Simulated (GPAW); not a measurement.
# STM contrast on a 9-layer slab of Ag(110), part 2 of 2

Wanted: filled- and empty-state images of a 9-layer slab of Ag(110), with its work function.

GPAW 26.7.0; GPAW, PAW setups; slab in vacuum, relaxation (the session's first sound run).

So far, upper work function (eV): step 2 (relaxing the atoms) 4.14.

## (3) Plane waves, PBE (continued)

Tip height over the top atom over a1 and a2. Sample bias 0.5 V, constant current at the mean current 3.5 Å over the top atom.

Ten even steps from '_' (3.38 Å) to '@' (3.58 Å):
```
@@@@@@%%##**==--::......::--==**##%%@@@@
@@@@@@%%##**==--::..__..::--==**##%%@@@@
@@@@@@%%##++==--..______..--==++##%%@@@@
@@@@%%%%##++==::..______..::==++##%%%%@@
@@@@%%##**++==::..______..::==++**##%%@@
@@%%%%##**++--::..______..::--++**##%%%%
@@%%%%##**++--::..______..::--++**##%%%%
@@%%%%##**++--::..______..::--++**##%%%%
@@@@%%##**++==::..______..::==++**##%%@@
@@@@%%%%##++==::..______..::==++##%%%%@@
@@@@@@%%##++==--..______..--==++##%%@@@@
@@@@@@%%##**==--::..__..::--==**##%%@@@@
@@@@@@%%##**==--::......::--==**##%%@@@@
@@@@@@%%##**==--::......::--==**##%%@@@@
```
Columns: a1 from 0 to 0.95; rows upwards: a2 from 0 to 0.929.

Local density of states summed over the bias window over a1 and a2. Sample bias 0.5 V, constant height 3.5 Å over the top atom.

Ten even steps from '_' (4.39 × 1e-5 arbitrary) to '@' (6.43 × 1e-5 arbitrary):
```
@@@@%%##**++--::..______..::--++**##%%@@
@@@@%%##**==--::..______..::--==**##%%@@
@@@@%%##**==--::..______..::--==**##%%@@
%%%%%%##++==--::..______..::--==++##%%%%
%%%%##**++==--..__________..--==++**##%%
%%%%##**++==::..__________..::==++**##%%
%%%%##**++==::..__________..::==++**##%%
%%%%##**++==::..__________..::==++**##%%
%%%%##**++==--..__________..--==++**##%%
%%%%%%##++==--::..______..::--==++##%%%%
@@@@%%##**==--::..______..::--==**##%%@@
@@@@%%##**==--::..______..::--==**##%%@@
@@@@%%##**++--::..______..::--++**##%%@@
@@@@%%##**++--::....__....::--++**##%%@@
```
Columns: a1 from 0 to 0.95; rows upwards: a2 from 0 to 0.929.

Force by atom:

| atom | x (eV/Å) | y (eV/Å) | z (eV/Å) | size |
| --- | --- | --- | --- | --- |
| Ag1 | 0.000 | 0.000 | 0.065 | 0.065 |
| Ag2 | 0.000 | 0.000 | -0.332 | 0.332 |
| Ag3 | 0.000 | 0.000 | 0.049 | 0.049 |
| Ag4 | 0.000 | 0.000 | 0.225 | 0.225 |
| Ag5 | 0.000 | 0.000 | -0.011 | 0.011 |
| Ag6 | 0.000 | 0.000 | -0.007 | 0.007 |
| Ag7 | 0.000 | 0.000 | -0.014 | 0.014 |
| Ag8 | 0.000 | 0.000 | 0.024 | 0.024 |
| Ag9 | 0.000 | 0.000 | 0.000 | 0.000 |

The potential is flat to 1.5e-4 eV/Å where it is read, so the vacuum is wide enough.

## (4) A changed run

One more run, with changed settings.

Input file run.py:

```python
import json
import numpy as np
from ase import Atoms
from gpaw import GPAW, PW

slab = Atoms(
    ['Ag', 'Ag', 'Ag', 'Ag', 'Ag', 'Ag', 'Ag', 'Ag', 'Ag'],
    positions=[
        [0.00000, 0.00000, 9.00000],
        [2.04500, 1.44603, 10.44603],
        [0.00000, 0.00000, 11.89207],
        [2.04500, 1.44603, 13.33810],
        [0.00000, 0.00000, 14.84255],
        [2.04500, 1.44603, 16.32001],
        [-0.00000, 0.00000, 17.80155],
        [2.04500, 1.44603, 19.31876],
        [-0.00000, -0.00000, 20.70087]],
    cell=[[4.09, 0.0, 0.0], [0.0, 2.89207, 0.0], [0.0, 0.0, 29.56827]],
    pbc=[True, True, False])

slab.calc = GPAW(mode=PW(400), xc='PBE', kpts={'size': (8, 11, 1), 'gamma': True},
                 occupations={'name': 'fermi-dirac', 'width': 0.1}, nbands='160%',
                 convergence={'density': 1e-05}, maxiter=3,
                 poissonsolver={'dipolelayer': 'xy'},
                 symmetry={'tolerance': 1e-3}, txt='slab.txt')
result = {}
energy = slab.get_potential_energy()
fermi = slab.calc.get_fermi_level()
v = slab.calc.get_electrostatic_potential().mean((0, 1)) - fermi
n = slab.calc.get_pseudo_density().mean((0, 1))
L = slab.cell[2, 2]
z = np.arange(len(v)) * L / len(v)
low, high = slab.positions[:, 2].min(), slab.positions[:, 2].max()
below, above = np.interp([low - 6.8, high + 6.8], z, v)
slopes = [np.interp(x, z, np.gradient(v, z)) for x in (low - 6.8, high + 6.8)]
eps = np.array([[slab.calc.get_eigenvalues(k, s) for k in range(len(slab.calc.get_ibz_k_points()))]
                for s in range(slab.calc.get_number_of_spins())]) - fermi
top, bottom = eps[eps < 0].max(), eps[eps > 0].min()
dipole = slab.get_dipole_moment()[2]
print(f'energy {energy:.4f} eV, Fermi level {fermi:.4f} eV, dipole {dipole:.5f} e A')
print(f'potential 6.8 A off the faces, from the Fermi level: lower {below:.4f} eV, upper {above:.4f} eV')
print(f'slope of the potential there: lower {slopes[0]:.5f}, upper {slopes[1]:.5f} eV/A')
print(f'nearest levels on the mesh: {top:.4f} and {bottom:.4f} eV')
print('magnetic moment', round(slab.get_magnetic_moment(), 3))
result.update(energy=energy, fermi=fermi, dipole=dipole, below=below, above=above, slopes=slopes, edges=[top, bottom],
              z=z.tolist(), v=v.tolist(), n=n.tolist(), positions=slab.positions.tolist(),
              forces=slab.get_forces(apply_constraint=False).tolist(), moments=slab.get_magnetic_moments().tolist())
json.dump(result, open('result.json', 'w'))
```

On the command line:

```console
$ OMP_NUM_THREADS=1 OPENBLAS_NUM_THREADS=1 python run.py
```

Log:

```text
gpaw.KohnShamConvergenceError
```

Wall time 72 s (1 thread of Intel Xeon 6975P-C (Granite Rapids), shared host); peak memory 0.64 GiB.

No converged result was reached; the numbers in the log don't describe the system.

The fault put into the input: too few SCF iterations (maxiter = 3).

## (5) Results

```yaml
work_function_upper_and_lower_face: 4.140 and 4.130 eV
dipole_along_the_normal: -7.7e-4 e Å
corrugation_at_minus_0p5_v: 0.244 Å
corrugation_at_0p5_v: 0.196 Å
```

**Reading.** The corrugation at constant current is largest at -0.5 V, where the tip height varies by 0.24 Å over the cell. Negative sample bias images filled states, positive bias empty ones. The measured value for this face is 4.1 eV (as compiled in "Anisotropic work function of elemental crystals", 2019, arxiv:1902.07811); the relaxed upper face lies 0.040 eV over it with PBE. Measured work functions scatter by a tenth of an eV or more between methods. The images are of Tersoff-Hamann type: an s-wave tip, no tip-sample forces, heights closer than in a microscope. The small printed dipole stands for a step of 12 meV from the lower to the upper face, and the probes find 10 meV; values this small are near the numerical noise of both. The in-plane lattice was kept as typed, which isn't the functional's own and leaves some strain; spin-orbit coupling and temperature are left out.

[Logs are printed without paths, hosts, clocks, repeated set-up lines and the standing remarks that a program may print on its own settings, such as how far it seeks lower states.]

[Hosts, paths, dates, database ids (printed as entryN), source tags and the programs' standing remarks are cut or masked in the printed files.]
